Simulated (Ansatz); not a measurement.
# Li on W(110): change of the work function, part 4 of 5

Aim: the work function of W(110) at several coverages of Li (longbridge site), and the dipole that each adsorbate carries.

Ansatz 0.2.0; plane-wave DFT, PBE, Ansatz PAW.

So far, work function, upper face (eV): step 2 (the clean slab) 4.84; step 3 (17 atoms, coverage 0.25 ML, cell 2x2) 2.46; step 4 (18 atoms, coverage 0.5 ML, cell 2x2) 2.25; step 5 (5 atoms, coverage 1 ML, cell 1x1) 3.25.

## 7. The covered slab, atoms frozen

This step: plane-wave DFT, PBE, Ansatz PAW (Ansatz 0.2.0).

System of this step: LiW16 (Li/W(110)). The cell holds 17 atoms: 16 W and 1 Li. Cell: a = 5.473 Å, b = 5.473 Å, c = 27.302 Å, α = 90.0°, β = 90.0°, γ = 70.5°. Vacuum lies along c.

To see where the charge goes, the covered slab, the bare substrate and the adsorbate layer are each run at the same frozen positions and on the same grid.

input.yaml

```yaml
crystal:
  lattice:
    - [4.468914857, -3.16, 0.0]
    - [4.468914857, 3.16, 0.0]
    - [0.0, 0.0, 27.3019646541]
  atoms:
    - { symbol: W, position: [0.0, 0.0, 0.3296466065] }
    - { symbol: W, position: [0.25, 0.25, 0.4114889742] }
    - { symbol: W, position: [0.0, 0.0, 0.4945948221] }
    - { symbol: W, position: [0.2477120819, 0.2477120819, 0.576307089] }
    - { symbol: W, position: [0.0, 0.5, 0.3296466065] }
    - { symbol: W, position: [0.25, 0.75, 0.4114889742] }
    - { symbol: W, position: [0.0, 0.5, 0.4945835513] }
    - { symbol: W, position: [0.2546512886, 0.7453487114, 0.5747343102] }
    - { symbol: W, position: [0.5, 0.0, 0.3296466065] }
    - { symbol: W, position: [0.75, 0.25, 0.4114889742] }
    - { symbol: W, position: [0.5, 0.0, 0.4945835513] }
    - { symbol: W, position: [0.7453487114, 0.2546512886, 0.5747343102] }
    - { symbol: W, position: [0.5, 0.5, 0.3296466065] }
    - { symbol: W, position: [0.75, 0.75, 0.4114889742] }
    - { symbol: W, position: [0.5, 0.5, 0.494166857] }
    - { symbol: W, position: [0.7522879181, 0.7522879181, 0.576307089] }
    - { symbol: Li, position: [0.0, 0.0, 0.6585137119] }
kpoints:
  mp_grid: { grid: [6, 6, 1] }
hamiltonian:
  xc: pbe
scf:
  occupations: { method: fermi_dirac, width: 0.1 }
  convergence: { dr2_threshold: 1.0e-08 }
efield:
  axis: 3
  dipole_correction: true
  ramp_position: 0.97
  ramp_width: 0.06
output:
  write_potential: true
  write_density: true
  volumetric_format: npy
```

Started as:

```console
ansatz run input.yaml --threads 4 --pin off --max-ram 6144MiB --backend cpu --events-out ev --progress --plain --runs-dir out
```

What it wrote:

```text
[...]
Crystal: 17 atoms, lattice volume = 771.104 Å³
Basis set: ecut = 420 eV, 15123 PW (Γ)
Bands: 137, of which v1, the nominal top of the filled ones, is band 114 counted from 1 (113 counted from 0)
Symmetry: 4 space group operations
[...]
k-points: 13 of 36
[...]
SCF iter   1: F=—  HF=-166351.613241 eV  |F-HF|=—  |Δ(HF+E_count)|=         —  Δρ=8.61e-3  dr2=9.32e0  ethr=1.77e-3  p=0.510 e·Å  D=1.20e-1 V/Å  ΔV_dip=-3.27 eV  dr2_dipole=2.80e0  V_vac-E_F(+/−)=1.90/5.17 eV  ⟨swp⟩=10.1  Hψ=9168  notcnv=0
[...]
SCF iter  10: F=-166351.308032 eV  HF=-166351.308032 eV  |F-HF|=1.98e-9  |Δ(HF+E_count)|=   2.20e-8  Δρ=5.47e-7  dr2=7.64e-9  ethr=4.41e-12  p=0.379 e·Å  D=8.89e-2 V/Å  ΔV_dip=-2.43 eV  dr2_dipole=8.68e-10  V_vac-E_F(+/−)=2.46/4.88 eV  ⟨swp⟩=10.2  Hψ=5546  notcnv=0
SCF 1 converged in 10 iterations: F = -166351.308032 eV  dr2 = 7.64e-9
[...]
SCF converged after 10 iterations
Free energy (F): -166351.308032 eV
[...]
Internal energy: -166350.900797 eV  (E = F + TS)
E sigma→0 (E₀):  -166351.104415 eV
Entropy (-TS):   -0.407235 eV (-23.955 meV/atom)
Fermi energy:    5.150476 eV
Dipole field:    D = 0.088925 V/Å  (p = 0.378942 e·Å, saw-weighted, corrected)
Work function:   Φ+ = 2.4574 eV   Φ− = 4.8852 eV
[...]
--- Band table (eV; the first three rows and the last of 13) ---
  k-point 0: bands = [... 110 lower, 5.6692, 5.7963, 5.8051, 5.8693, 6.0260, 6.2182, 6.2611, 6.6991, ... 19 higher]
  k-point 1: bands = [... 110 lower, 5.1722, 5.3448, 5.4287, 5.5903, 6.1506, 6.2088, 6.3566, 6.4812, ... 19 higher]
  k-point 2: bands = [... 110 lower, 4.6504, 4.7394, 5.0411, 5.1336, 5.3574, 5.5887, 5.8304, 6.1028, ... 19 higher]
  k-point 12: bands = [... 110 lower, 4.3878, 4.3880, 4.4696, 4.6102, 4.6336, 4.7612, 4.7975, 5.2345, ... 19 higher]
```

The job ended after 66 s (4 threads of Arm Neoverse V1, shared host; peak memory 2.8 GiB; 4.3 min of CPU time).

Numbers from this step:

```
energy at zero smearing        : -166351.1044 eV
work function, upper face      : 2.457 eV
work function, lower face      : 4.885 eV
dipole along the normal        : 0.3789 e·Å
step between the vacuum levels : -2.428 eV
```

The work function of the upper face is 2.46 eV.

## 8. The substrate alone

System of this step: Li/W(110), substrate alone, atoms held. The cell holds 16 atoms: 16 W. Its edges and angles: a = 5.473 Å, b = 5.473 Å, c = 27.302 Å, α = 90.0°, β = 90.0°, γ = 70.5°. Vacuum lies along c.

The second part, atoms unmoved.

input.yaml: that of step 7 with these lines changed.

```diff
@@ -22,3 +22,2 @@
     - { symbol: W, position: [0.7522879181, 0.7522879181, 0.576307089] }
-    - { symbol: Li, position: [0.0, 0.0, 0.6585137119] }
 kpoints:
```

What it wrote:

```text
[...]
Crystal: 16 atoms, lattice volume = 771.104 Å³
Basis set: ecut = 420 eV, 15123 PW (Γ)
Bands: 135, of which v1, the nominal top of the filled ones, is band 112 counted from 1 (111 counted from 0)
Symmetry: 4 space group operations
[...]
k-points: 13 of 36
[...]
SCF iter   1: F=—  HF=-166146.207713 eV  |F-HF|=—  |Δ(HF+E_count)|=         —  Δρ=9.33e-3  dr2=8.18e0  ethr=1.77e-3  p=0.003 e·Å  D=7.56e-4 V/Å  ΔV_dip=-0.02 eV  dr2_dipole=8.17e-4  V_vac-E_F(+/−)=5.03/5.05 eV  ⟨swp⟩=9.6  Hψ=8856  notcnv=0
[...]
SCF iter  10: F=-166145.837547 eV  HF=-166145.837547 eV  |F-HF|=3.20e-10  |Δ(HF+E_count)|=   2.71e-9  Δρ=3.14e-7  dr2=1.89e-9  ethr=4.46e-12  p=0.005 e·Å  D=1.07e-3 V/Å  ΔV_dip=-0.03 eV  dr2_dipole=4.85e-12  V_vac-E_F(+/−)=4.87/4.90 eV  ⟨swp⟩=7.7  Hψ=4608  notcnv=0
SCF 1 converged in 10 iterations: F = -166145.837547 eV  dr2 = 1.89e-9
[...]
SCF converged after 10 iterations
Free energy (F): -166145.837547 eV
[...]
Internal energy: -166145.437064 eV  (E = F + TS)
E sigma→0 (E₀):  -166145.637306 eV
Entropy (-TS):   -0.400483 eV (-25.030 meV/atom)
Fermi energy:    4.239941 eV
Dipole field:    D = 0.001069 V/Å  (p = 0.004557 e·Å, saw-weighted, corrected)
Work function:   Φ+ = 4.8678 eV   Φ− = 4.8970 eV
[...]
--- Band table (eV; the first three rows and the last of 13) ---
  k-point 0: bands = [... 108 lower, 4.8752, 4.9503, 4.9600, 4.9629, 4.9651, 5.0933, 5.3051, 5.3696, ... 19 higher]
  k-point 1: bands = [... 108 lower, 4.2917, 4.3676, 4.4808, 4.5427, 4.7667, 5.3125, 5.4467, 5.4558, ... 19 higher]
  k-point 2: bands = [... 108 lower, 3.4572, 3.8121, 3.9535, 4.2615, 4.3345, 4.5185, 4.7398, 4.9568, ... 19 higher]
  k-point 12: bands = [... 108 lower, 3.4403, 3.4529, 3.4564, 3.6132, 3.6687, 3.6904, 3.8600, 3.8803, ... 19 higher]
```

Elapsed: 64 s, on 4 threads; peak memory 2.8 GiB; 4.1 min of CPU time.

This step gave:

| Item | Value |
| --- | --- |
| energy at zero smearing | -166145.6373 eV |
| work function, upper face | 4.868 eV |
| work function, lower face | 4.897 eV |
| dipole along the normal | 0.004557 e·Å |
| step between the vacuum levels | -0.02919 eV |

The work function of the upper face is 4.87 eV.

## 9. The adsorbate layer alone

System of this step: Li/W(110), adsorbate layer alone, atoms held. The cell holds 1 atom: 1 Li. Cell: a = 5.473 Å, b = 5.473 Å, c = 27.302 Å, α = 90.0°, β = 90.0°, γ = 70.5°. Vacuum lies along c.

The third part; a free layer of atoms may carry a moment, so spin is on.

input.yaml, the sections that differ from step 8:

```yaml
crystal:
  lattice:
    - [4.468914857, -3.16, 0.0]
    - [4.468914857, 3.16, 0.0]
    - [0.0, 0.0, 27.3019646541]
  atoms:
    - { symbol: Li, position: [0.0, 0.0, 0.6585137119], spin: 1.0 }
magnetization:
  spin_polarized: true
# kpoints, hamiltonian, scf, efield, output: as in step 8
```

What it wrote:

```text
[...]
Crystal: 1 atoms, lattice volume = 771.104 Å³
Basis set: ecut = 420 eV, 15123 PW (Γ)
Bands: 6, of which v1, the nominal top of the filled ones, is band 2 counted from 1 (1 counted from 0)
Symmetry: 4 space group operations
k-points: 13 of 36
[...]
Starting moments: Σ|m| = 1 μB on 1 of 1 site
[...]
SCF iter   7: F=—  HF=-203.195950 eV  |F-HF|=—  |Δ(HF+E_count)|=   1.39e-2  Δρ=1.99e-3 (↑1.98e-3 ↓1.99e-3)  dr2=1.21e-6  dr2_m=2.78e-2  M=0.186 μB ∫|m|=0.186 μB  β_m=0.68  ethr=1.28e-7  p=-0.000 e·Å  D=-7.73e-8 V/Å  ΔV_dip=0.00 eV  dr2_dipole=1.92e-12  V_vac-E_F(+/−)=3.00/3.00 eV  ⟨swp⟩=2.8  Hψ=256  notcnv=0
[...]
spin-set hold released at iteration 7 (site moments contracting): the magnetisation degrees of freedom join the quasi-Newton model from the next iteration; the mixer history was flushed
SCF iter   8: F=—  HF=-203.203126 eV  |F-HF|=—  |Δ(HF+E_count)|=   7.18e-3  Δρ=6.63e-4 (↑6.63e-4 ↓6.62e-4)  dr2=8.91e-6  dr2_m=3.10e-3  M=0.147 μB ∫|m|=0.147 μB  β_m=1.00  ethr=4.03e-8  p=0.000 e·Å  D=2.07e-7 V/Å  ΔV_dip=-0.00 eV  dr2_dipole=2.15e-13  V_vac-E_F(+/−)=3.00/3.00 eV  ⟨swp⟩=3.0  Hψ=263  notcnv=0  κ⁻¹=1.0e0(r=1)
density mixer auto → broyden: no gap read (density of states about μ 0.91 of a free-electron gas's, 8 screened modes)
SCF iter   9: F=—  HF=-203.208331 eV  |F-HF|=—  |Δ(HF+E_count)|=   5.20e-3  Δρ=8.24e-5 (↑8.24e-5 ↓7.00e-5)  dr2=1.72e-5  dr2_m=4.05e-5  M=0.089 μB ∫|m|=0.089 μB  β_m=0.98  ethr=4.03e-8  p=0.000 e·Å  D=3.50e-7 V/Å  ΔV_dip=-0.00 eV  dr2_dipole=9.70e-15  V_vac-E_F(+/−)=3.01/3.01 eV  ⟨swp⟩=3.3  Hψ=246  notcnv=0  κ⁻¹=4.9e-4(r=2)
[...]
SCF iter  16: F=-203.214531 eV  HF=-203.214531 eV  |F-HF|=4.75e-11  |Δ(HF+E_count)|=   4.99e-8  Δρ=1.24e-8 (↑1.24e-8 ↓6.74e-9)  dr2=5.05e-12  dr2_m=4.09e-13  M=0.000 μB ∫|m|=0.000 μB  ethr=3.84e-11  p=0.000 e·Å  D=3.58e-7 V/Å  ΔV_dip=-0.00 eV  dr2_dipole=2.18e-20  V_vac-E_F(+/−)=3.02/3.02 eV  ⟨swp⟩=3.2  Hψ=511  notcnv=0
SCF 1 converged in 16 iterations: F = -203.214531 eV  dr2 = 5.05e-12
[...]
WARN: the starting moments were not kept: the SCF closed with an absolute magnetisation of 6.9e-6 μB, where they sum to 1 μB in size (1 site). That is at most 0.1 of that sum. Measured as dr2_m measures the in/out step, that magnetisation stands 1.2e-12 eV from none, at or under the dr2_threshold of 1.0e-8 eV: it is no larger than a step whose dr2_m would equal this threshold. The system may hold no moment; this SCF  [...]
WARN: The input density's exchange-correlation potential varies sharply where the density is thin. Do not read a vacuum level from v_tot or v_xc, or from such a field of the output density. On a cell that repeats whose density bears no net charge and no dipole along the vacuum's axis use v_es (v_loc + v_h of the components); under efield.dipole_correction with no amplitude use v_es + v_field, which holds any external [...]
this state was not tested for a lower state beside it, because the mixer in use, unlike msr1, does not test its closes by its own steps (another_mixer; see scf.mixing.algorithm and scf.lower_state_search)
SCF converged after 16 iterations
Magnetization: 0.0000 μB (1.5000 up, 1.5000 down)
Absolute magnetization: 0.0000 μB (∫|ρ↑−ρ↓|, with the PAW one-centre terms)
[...]
Per-site moments (μB) at R_I (Å): [(4.920160e-6, 2.257728)]
Free energy (F): -203.214531 eV
[...]
Internal energy: -203.166037 eV  (E = F + TS)
E sigma→0 (E₀):  -203.190284 eV
Entropy (-TS):   -0.048494 eV (-48.494 meV/atom)
Fermi energy:    -2.815263 eV
Dipole field:    D = 0.000000 V/Å  (p = 0.000002 e·Å, saw-weighted, corrected)
Work function:   Φ+ = 3.0164 eV   Φ− = 3.0165 eV
[...]
--- Band table (eV; the first three rows and the last of 26) ---
[...]
```

The job ended after 7.9 s (4 threads; peak memory 0.83 GiB).

Numbers from this step:

| Property | Result |
| --- | --- |
| energy at zero smearing | -203.1903 eV |
| work function, upper face | 3.016 eV |
| dipole along the normal | 1.52e-6 e·Å |

At this spacing and smearing the free layer keeps no moment.

## 10. Density difference

This step: plane-wave DFT, PBE, Ansatz PAW; density difference on adsorption (Ansatz 0.2.0).

The densities of the parts are taken from that of the whole and averaged over planes; the first moment of what is left gives the step in the potential.

This step gave:

| Item | Value |
| --- | --- |
| largest charge moved | 0.008672 e/Å² |
| potential step from the moved charge | -2.398 eV |

The electron density difference oscillates, so the rows of the table below give means over 1 Å (shorter at the two ends). Its distinct maxima (Å: e/Å³): 12.9: 5.1e-4, 17.1: 0.0133. Distinct minima: 16.1: -0.00662, 18.9: -0.00537.

Planar mean, whole system less its parts. Electron density difference against z; means over each step:

```
z (Å)  electron density difference (e/Å³)
    5                             -8.6e-7
    6                             -9.0e-6
    7                             -5.0e-5
    8                              5.0e-5
    9                             -4.7e-5
   10                              3.3e-5
   11                             -1.2e-4
   12                              3.8e-5
   13                              1.2e-4
   14                             -1.3e-4
   15                             -9.4e-4
   16                            -0.00302
   17                              0.0106
   18                             0.00137
   19                            -0.00484
   20                            -0.00236
   21                             -5.7e-4
   22                             -1.1e-4
   23                             -1.8e-5
   24                             -2.7e-6
   25                             -3.8e-7
```

Planar mean, whole system less its parts. The electrons moved below z by z:

```
z (Å)  electrons moved below z (e/Å²)
    5                         -2.6e-7
    6                         -3.7e-6
    7                         -3.1e-5
    8                         -8.3e-5
    9                         -3.5e-5
   10                         -5.9e-6
   11                         -2.0e-5
   12                         -1.2e-4
   13                          7.0e-5
   14                         -7.0e-5
   15                         -3.2e-4
   16                        -0.00261
   17                         0.00162
   18                         0.00864
   19                         0.00505
   20                         0.00136
   21                          2.7e-4
   22                          4.6e-5
   23                          7.1e-6
   24                          1.0e-6
   25                          1.5e-7
```

## 11. A changed input

This step: plane-wave DFT, PBE, Ansatz PAW (Ansatz 0.2.0).

System of this step: LiW4 (Li/W(110)). The cell holds 5 atoms: 4 W and 1 Li. Cell: a = 2.737 Å, b = 2.737 Å, c = 27.302 Å, α = 90.0°, β = 90.0°, γ = 70.5°. Vacuum lies along c.

A run with a changed input: it repeats the earlier run at 1 ML with efield.dipole_correction from true to false and efield.amplitude to 0.05.

input.yaml

```yaml
crystal:
  lattice:
    - [2.2344574285, -1.58, 0.0]
    - [2.2344574285, 1.58, 0.0]
    - [0.0, 0.0, 27.3019646541]
  atoms:
    - { symbol: W, position: [0.0, 0.0, 0.3296466065] }
    - { symbol: W, position: [0.5, 0.5, 0.4114889742] }
    - { symbol: W, position: [0.0, 0.0, 0.4947187085] }
    - { symbol: W, position: [0.5, 0.5, 0.5750121568] }
    - { symbol: Li, position: [0.0, 0.0, 0.6703533935] }
kpoints:
  mp_grid: { grid: [12, 12, 1] }
hamiltonian:
  xc: pbe
scf:
  occupations: { method: fermi_dirac, width: 0.1 }
  convergence: { dr2_threshold: 1.0e-08 }
efield:
  axis: 3
  dipole_correction: false
  ramp_position: 0.97
  ramp_width: 0.06
  amplitude: 0.05
relax:
  f_tol: 0.02
  max_steps: 60
  constraints: [{ sites: [0, 1] }]
output:
  bader: true
  write_potential: true
  write_density: true
  volumetric_format: npy
```

What it wrote:

```text
[...]
Crystal: 5 atoms, lattice volume = 192.776 Å³
Basis set: ecut = 420 eV, 3829 PW (Γ), exchange–correlation on 40×40×384 points (8 copies of the dense FFT grid, shifted against one another)
Bands: 36, of which v1, the nominal top of the filled ones, is band 30 counted from 1 (29 counted from 0)
Symmetry: 4 space group operations
[...]
k-points: 43 of 144
[...]
SCF iter   1: F=—  HF=-41741.850898 eV  |F-HF|=—  |Δ(HF+E_count)|=         —  Δρ=1.30e-2  dr2=1.84e1  ethr=1.77e-3  p=0.072 e·Å  V_vac-E_F(+/−)=4.79/3.70 eV  ⟨swp⟩=8.9  Hψ=16900  notcnv=0  defer=8
[...]
SCF iter  10: F=-41741.627257 eV  HF=-41741.627257 eV  |F-HF|=1.06e-9  |Δ(HF+E_count)|=   1.26e-8  Δρ=7.08e-7  dr2=3.11e-9  ethr=1.69e-11  p=0.140 e·Å  V_vac-E_F(+/−)=4.70/3.76 eV  ⟨swp⟩=10.7  Hψ=11394  notcnv=0
SCF 1 converged in 10 iterations: F = -41741.627257 eV  dr2 = 3.11e-9
[...]
relax step   1: F+E_penalty+E_count = -41741.62725699 eV  Δ(F+E_penalty+E_count) = +0.000e0 eV  max|allowed force component| = 8.037e-1 eV/Å  Δτ_max = 0.0000 Å  (10 SCF iters, accepted)
Bands: 42, of which v1, the nominal top of the filled ones, is band 30 counted from 1 (29 counted from 0)
[...]
SCF iter   1: F=—  HF=-41741.876602 eV  |F-HF|=—  |Δ(HF+E_count)|=         —  Δρ=1.06e-2  dr2=3.50e0  ethr=3.10e-3  p=0.140 e·Å  V_vac-E_F(+/−)=4.83/3.88 eV  ⟨swp⟩=5.2  Hψ=5336  notcnv=0  defer=20
[...]
SCF iter  10: F=-41741.721527 eV  HF=-41741.721527 eV  |F-HF|=2.65e-8  |Δ(HF+E_count)|=   2.60e-7  Δρ=1.74e-6  dr2=9.01e-9  ethr=1.69e-11  p=0.174 e·Å  V_vac-E_F(+/−)=4.44/3.57 eV  ⟨swp⟩=10.0  Hψ=13210  notcnv=0
SCF 2 converged in 10 iterations: F = -41741.721527 eV  dr2 = 9.01e-9
relax step   2: F+E_penalty+E_count = -41741.72152657 eV  Δ(F+E_penalty+E_count) = -9.427e-2 eV  max|allowed force component| = 5.520e-1 eV/Å  Δτ_max = 0.1949 Å  (10 SCF iters, accepted)
[...]
SCF iter  10: F=-41741.753471 eV  HF=-41741.753471 eV  |F-HF|=1.50e-8  |Δ(HF+E_count)|=   3.57e-8  Δρ=9.68e-7  dr2=2.33e-9  ethr=1.69e-11  p=0.175 e·Å  V_vac-E_F(+/−)=4.43/3.56 eV  ⟨swp⟩=9.6  Hψ=12706  notcnv=0
SCF 3 converged in 10 iterations: F = -41741.753471 eV  dr2 = 2.33e-9
relax step   3: F+E_penalty+E_count = -41741.75347125 eV  Δ(F+E_penalty+E_count) = -3.194e-2 eV  max|allowed force component| = 1.633e-1 eV/Å  Δτ_max = 0.1996 Å  (10 SCF iters, accepted)
SCF iter   1: F=—  HF=-41741.758735 eV  |F-HF|=—  |Δ(HF+E_count)|=         —  Δρ=1.53e-3  dr2=5.09e-2  ethr=6.09e-4  p=0.175 e·Å  V_vac-E_F(+/−)=4.42/3.55 eV  ⟨swp⟩=3.0  Hψ=3423  notcnv=0  defer=50
[...]
SCF iter   9: F=-41741.756596 eV  HF=-41741.756596 eV  |F-HF|=7.71e-10  |Δ(HF+E_count)|=   2.84e-8  Δρ=1.01e-6  dr2=7.80e-9  ethr=1.69e-11  p=0.174 e·Å  V_vac-E_F(+/−)=4.44/3.57 eV  ⟨swp⟩=11.2  Hψ=11618  notcnv=0
SCF 4 converged in 9 iterations: F = -41741.756596 eV  dr2 = 7.80e-9
relax step   4: F+E_penalty+E_count = -41741.75659575 eV  Δ(F+E_penalty+E_count) = -3.125e-3 eV  max|allowed force component| = 9.947e-3 eV/Å  Δτ_max = 0.0442 Å  (9 SCF iters, accepted)
[...]
SCF converged after 9 iterations
Free energy (F): -41741.756596 eV
[...]
Internal energy: -41741.642059 eV  (E = F + TS)
E sigma→0 (E₀):  -41741.699327 eV
Entropy (-TS):   -0.114537 eV (-22.907 meV/atom)
Fermi energy:    5.215691 eV
Dipole field:    D = 0.163712 V/Å  (p = 0.174410 e·Å, saw-weighted)
Work function:   not extracted (applied field tilts the vacuum); planar V_es + V_field profile in the machine report
[...]
--- Forces (eV/Å), atoms counted from 1 ---
  atom   1  W      0.00000000     0.00000000     0.36576506
  atom   2  W      0.00000000    -0.00000000    -0.37618463
  atom   3  W     -0.00000000    -0.00000000    -0.00075791
  atom   4  W     -0.00000000     0.00000000     0.00994737
  atom   5  Li    -0.00000000     0.00000000     0.00122189
  max |Σ_I F_I| component: 8.21e-6 eV/Å
--- Band table (eV; the first three rows and the last of 43) ---
  k-point 0: bands = [... 26 lower, 3.9015, 3.9181, 4.3585, 4.6819, 5.1113, 5.7544, 6.1853, 7.0381, ... 8 higher]
  k-point 1: bands = [... 26 lower, 3.7597, 3.9628, 4.2958, 4.6961, 5.1002, 5.4744, 6.3868, 6.8674, ... 8 higher]
  k-point 2: bands = [... 26 lower, 3.4909, 3.7276, 4.2924, 4.5703, 5.1236, 5.7127, 6.7388, 6.7916, ... 8 higher]
  k-point 42: bands = [... 26 lower, 5.3689, 5.7277, 6.2871, 6.3406, 6.7945, 6.8663, 8.6615, 8.8897, ... 8 higher]
--- Relaxed structure (4 steps of the walk, 4 accepted, 0 SCFs on fresh bases) ---
  F+E_penalty+E_count = -41741.75659575 eV   max|allowed force component| = 9.947e-3 eV/Å
  atoms:
    - { symbol: W, position: [0.0, 0.0, 0.3296466065] }
    - { symbol: W, position: [0.5, 0.5, 0.4114889742] }
    - { symbol: W, position: [0, 0, 0.494363] }
    - { symbol: W, position: [0.5, 0.5, 0.575922] }
    - { symbol: Li, position: [0, 0, 0.657521] }
--- Bader charges: 5 sites ---
  site symbol  charge [e]  shift [e]
     0      W     -0.0635     0.0000
     1      W      0.0466     0.0000
     2      W      0.0284     0.0000
     3      W     -0.7918     0.0004
     4     Li      0.7803     0.0005
  estimated error of the sums over rays = 4.9e-4 e
```

Run time: 51 s. Hardware: 4 threads; peak memory 0.64 GiB.

```
                     quantity  this run  earlier run  difference
dipole along the normal (e·Å)    0.1744      0.06353        0.11
```

The applied field differs between the two, so the dipoles differ in any case.

With the dipole correction off, the periodic images add a field of their own to the typed one.

These numbers are not those of the isolated slab.

(Continued in part 5 of 5.)

[Long decimals in the printed logs are rounded to 6 places.]

[Logs are printed without paths, hosts, clocks, repeated set-up lines and the standing remarks that a program may print on its own settings, such as how far it seeks lower states.]

[Hosts, paths, dates, database ids (printed as entryN), source tags and the programs' standing remarks are cut or masked in the printed files.]

[Maps of the electrostatic potential energy from Ansatz leave out the sawtooth potential of an applied field or a dipole correction, so their vacuum need not be flat; planar profiles and work functions include it.]
